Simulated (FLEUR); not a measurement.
# MnPt3: one coupling from two orders, and a test

Can a spin model with one coupling foretell the energy of a further order of MnPt3?

Program: FLEUR MaX-R8.1. Level of theory: PBEsol; all-electron FLAPW, Dirac cores, scalar-relativistic bands. Results are calculated unless marked as measured.

## Step 1: Set-up

Symmetry: Pm-3m, No. 221, cubic system. Conventional cell: a = 3.900 Å, b = 3.900 Å, c = 3.900 Å, α = 90.00°, β = 90.00°, γ = 90.00°. Nearest to Mn lie 12 Pt at 2.76 Å. Nearest to Pt lie 4 Mn at 2.76 Å and 8 Pt at 2.76 Å. Farther neighbours are not listed.

## Step 2: The parallel order

All energies count from this run.

inpgen writes inp.xml from crystal.txt; cutoffs, mixing, functional, smearing and local orbitals are then set in the file. The k list default-1 (kpts.xml, not shown) is a Γ-centred 8×8×8 mesh; where the ranks do not divide the number of points, some are split in two of half the weight.

inp.xml reads:

```
<?xml version="1.0" encoding="UTF-8" standalone="no"?>
<fleurInput fleurInputVersion="0.39">
   <comment>
      MnPt3
   </comment>
   <calculationSetup>
      <cutoffs Kmax="3.6" Gmax="10.8" GmaxXC="10.8" numbands="0"/>
      <scfLoop itmax="90" minDistance="0.00002" maxIterBroyd="15" imix="Anderson" alpha="0.05" precondParam="0.0" spinf="2.0" sdNocoIR="T"/>
      <coreElectrons ctail="T" frcor="F" kcrel="0" coretail_lmax="0"/>
      <xcFunctional name="PBEs" relativisticCorrections="F"/>
      <magnetism jspins="2"/>
      <soc l_soc="F" theta="0.0" phi="0.0" spav="F"/>
      <expertModes spex="0" secvar="F"/>
      <geometryOptimization l_f="F" forcealpha="1.0" forcemix="BFGS" epsdisp="0.00001" epsforce="0.00001"/>
      <ldaU l_linMix="F" mixParam="0.05" spinf="1.0"/>
   </calculationSetup>
   <cell>
      <bzIntegration valenceElectrons="63.0" mode="hist" fermiSmearingEnergy="0.00183747">
         <kPointListSelection listName="default-1"/>
         <xi:include xmlns:xi="http://www.w3.org/2001/XInclude" href="kpts.xml"> </xi:include>
      </bzIntegration>
      <xi:include xmlns:xi="http://www.w3.org/2001/XInclude" href="sym.xml"> </xi:include>
      <bulkLattice scale="1.0">
         <bravaisMatrix>
            <row-1>    7.3699318859399998     0.0000000000000000     0.0000000000000000</row-1>
            <row-2>    0.0000000000000000     7.3699318859399998     0.0000000000000000</row-2>
            <row-3>    0.0000000000000000     0.0000000000000000     7.3699318859399998</row-3>
         </bravaisMatrix>
      </bulkLattice>
   </cell>
   <atomSpecies>
      <species name="Manganese 3.500" element="Mn" atomicNumber="25">
         <mtSphere radius="2.54" gridPoints="839" logIncrement="0.015"/>
         <atomicCutoffs lmax="10" lnonsphr="8"/>
         <electronConfig flipSpins="F">
            <coreConfig>(1s1/2) (2s1/2) (2p1/2) (2p3/2)</coreConfig>
            <valenceConfig>(3s1/2) (3p1/2) (3p3/2) (4s1/2) (3d3/2) (3d5/2)</valenceConfig>
            <stateOccupation state="(3d3/2)" spinUp="1.25" spinDown="0.75"/>
            <stateOccupation state="(3d5/2)" spinUp="3.0" spinDown="0.0"/>
         </electronConfig>
         <energyParameters s="4" p="4" d="3" f="4"/>
         <lo type="SCLO" l="0" n="3" eDeriv="0"/>
         <lo type="SCLO" l="1" n="3" eDeriv="0"/>
      </species>
      <species name="Platinum (Pt)" element="Pt" atomicNumber="78">
         <mtSphere radius="2.54" gridPoints="839" logIncrement="0.016"/>
         <atomicCutoffs lmax="10" lnonsphr="8"/>
         <electronConfig flipSpins="F">
            <coreConfig>(1s1/2) (2s1/2) (2p1/2) (2p3/2) (3s1/2) (3p1/2) (3p3/2) (4s1/2) (3d3/2) (3d5/2) (4p1/2) (4p3/2) (5s1/2) (4d3/2) (4d5/2) (4f5/2) (4f7/2)</coreConfig>
            <valenceConfig>(5p1/2) (5p3/2) (6s1/2) (5d3/2) (5d5/2)</valenceConfig>
            <stateOccupation state="(6s1/2)" spinUp="0.500000" spinDown="0.500000"/>
            <stateOccupation state="(5d3/2)" spinUp="1.800000" spinDown="1.800000"/>
            <stateOccupation state="(5d5/2)" spinUp="2.700000" spinDown="2.700000"/>
         </electronConfig>
         <energyParameters s="6" p="6" d="5" f="5"/>
         <lo type="SCLO" l="1" n="5" eDeriv="0"/>
      </species>
   </atomSpecies>
   <atomGroups>
      <atomGroup species="Manganese 3.500">
         <relPos label="                   1">.0000000000 .0000000000 .0000000000</relPos>
         <force calculate="T" relaxXYZ="TTT"/>
      </atomGroup>
      <atomGroup species="Platinum (Pt)">
         <relPos label="                   2">.0000000000 1.000/2.000 1.000/2.000</relPos>
         <relPos label="                   3">1.000/2.000 .0000000000 1.000/2.000</relPos>
         <relPos label="                   4">1.000/2.000 1.000/2.000 .0000000000</relPos>
         <force calculate="T" relaxXYZ="TTT"/>
      </atomGroup>
   </atomGroups>
   <output dos="F" band="F" slice="F">
      <bandDOS minEnergy="-.5*Htr" maxEnergy="0.5*Htr" sigma="0.015" storeEVData="T"/>
      <plotting iplot="0" polar="F">
         <plot TwoD="T" vec1="  1.0  0.0  0.0" vec2="  0.0  1.0  0.0" vec3="  0.0  0.0  1.0" zero="  0.0  0.0  0.0" file="plot"/>
      </plotting>
      <moessbauerParams electricFieldGradient="F" isomerShift="F" coreHyperfine="F" valenceHyperfine="F"/>
   </output>
</fleurInput>
```

crystal.txt reads:

```
MnPt3
&input film=F cartesian=F /
3.90000000000  0.00000000000  0.00000000000
0.00000000000  3.90000000000  0.00000000000
0.00000000000  0.00000000000  3.90000000000
1.8897261246
1.0 1.0 1.0

4
25 0.00000000000  0.00000000000  0.00000000000 : 3.500
78 0.00000000000  0.50000000000  0.50000000000
78 0.50000000000  0.00000000000  0.50000000000
78 0.50000000000  0.50000000000  0.00000000000

&kpt div1=8 div2=8 div3=8 gamma=T /
```

The run is started by

```console
OMP_NUM_THREADS=1 inpgen -f crystal.txt > inpgen.log  # inp.xml is then edited as shown
OMP_NUM_THREADS=1 mpirun -n 4 fleur_MPI > fleur.log
```

The program printed:

```text
Welcome to FLEUR        (www.flapw.de)
      MaX-Release 8.1          (www.max-centre.eu)

 ========== k-point set info ==========
 Selected k-point list: default-1
 k-point list type: mesh
 0 x 0 x 0
 Number of k points: 36

 [... set-up left out ...]
 Iteration:     1   Distance:      31.18361355 me/bohr^3
 Iteration:     2   Distance:      16.27422670 me/bohr^3
 Iteration:     3   Distance:      13.60401914 me/bohr^3
 Iteration:     4   Distance:       9.32279757 me/bohr^3
 Iteration:     5   Distance:       5.48737629 me/bohr^3
[...]
<sumOfEigenvalues value="   -34638.0495636529">
               <coreElectrons value="-34610.0112586615"/>
               <valenceElectrons value="-28.0383049913"/>
            </sumOfEigenvalues>
         [... left out ...]
            <freeEnergy value="-56482.3464310570"/>
            <extrapolationTo0K value="-56482.3460460409"/>
         </totalEnergy>
         <densityConvergence units="me/bohr^3">
            <chargeDensity spin="1" distance="0.0000026547"/>
            <chargeDensity spin="2" distance="0.0000109025"/>
            <overallChargeDensity distance="0.0000103935"/>
            <spinDensity distance="0.0000119916"/>
         </densityConvergence>
      </iteration>
```

Elapsed: 48 s, on 4 MPI ranks of Arm Neoverse V1, shared host; peak memory 0.25 GiB; 3.2 min of CPU time.

Spin moment in the muffin-tin sphere by atom:

```
atom  spin moment in the muffin-tin sphere (μB)
 Mn1                                       3.80
 Pt2                                       0.14
 Pt3                                       0.14
 Pt4                                       0.14
```

This step gave:

```yaml
free_energy: -1536962.9448 eV
program_s_band_gap_on_this_mesh_in_a_metal_only_a_level_spacing: 0 eV
magnetization: 4.193 μB
final_state: ferromagnetic
```

After 25 cycles the largest moment stands at 3.80 μB.

## Step 3: The orders used for the fit

The other orders were run with the same settings, on meshes that hold the same points. Free energies are divided by the number of Mn atoms; q is in fractions of the reciprocal vectors of the first run's cell.

```
              order  atoms   mesh  free energy (eV)      eV per Mn  largest moment (μB)
                F +      4  8×8×8     -1536962.9448  -1536962.9448                 3.80
AF q=(0,1/2,1/2) +-      8  8×4×8     -3073925.8382  -1536962.9191                 3.77
```

## Step 4: Counting neighbours

With E = −Σ J e_i·e_j over ordered pairs of unit vectors, turning a neighbour from parallel to opposed costs 2J a Mn atom. So an order lies 2 Σ n J over the parallel one, n being the opposed neighbours in each shell.

```
shell  distance (Å)  neighbours  opposed in AF q=(0,1/2,1/2) +-  opposed in AF q=(0,0,1/2) +-
   J1          3.90           6                               4                             2
   J2          5.52          12                               8                             8
```

Only J1 is kept.

## Step 5: Solving

```
2 × 4 × J1 = +25.7 meV    (AF q=(0,1/2,1/2) +-)
J1 = +3.21 meV
```

## Step 6: The test

The couplings now give the orders that were left out:

```
2 × 2 × (+3.21) = +12.8 meV    (AF q=(0,0,1/2) +-)
```

The runs themselves:

```
            order  atoms   mesh  free energy (eV)      eV per Mn  largest moment (μB)  over the parallel order (meV)  foretold (meV)
AF q=(0,0,1/2) +-      8  8×8×4     -3073925.8142  -1536962.9071                 3.77                          +37.7           +12.8
```

## Step 7: One more shell

One try is to add the next shell, though changing moments can also cause the miss. Both differences then fix both couplings, and no order is left for a test.

```
2 × 4 × J1 + 2 × 8 × J2 = +25.7 meV    (AF q=(0,1/2,1/2) +-)
2 × 2 × J1 + 2 × 8 × J2 = +37.7 meV    (AF q=(0,0,1/2) +-)
J1 = -3.00 meV
J2 = +3.11 meV
```

## Step 8: Summary of results

| Quantity | Value |
| --- | --- |
| effective coupling of the reversed pairs, counted on J1 (Mn–Mn at 3.90 Å) | 3.21 meV |
| largest miss on the orders left out | 25 meV |
| J1 with two shells | -3 meV |
| J2 with two shells | 3.11 meV |

In words: The model misses the order left out by 25 meV, 66 % of the largest distance from the parallel order, so it fails: these couplings alone don't describe the crystal. With the next shell added the couplings are J1 = -3.00 and J2 = +3.11 meV, untested. The largest moments of the orders differ by 0.80 % of the greatest. One difference fixes one number: it sums all reversed shells and need not be the coupling of the nearest one, even in sign.

[Logs and program files are shortened in this print: banners, set-up blocks, solver, clock and traceback lines can be left out without a mark of their own.]

[Logs are printed without paths, hosts, clocks, repeated set-up lines and the standing remarks that a program may print on its own settings, such as how far it seeks lower states.]

[Hosts, paths, dates, database ids (printed as entryN), source tags and the programs' standing remarks are cut or masked in the printed files.]

[Where a cell is said to come from a database of computed structures, the database is the Materials Project.]
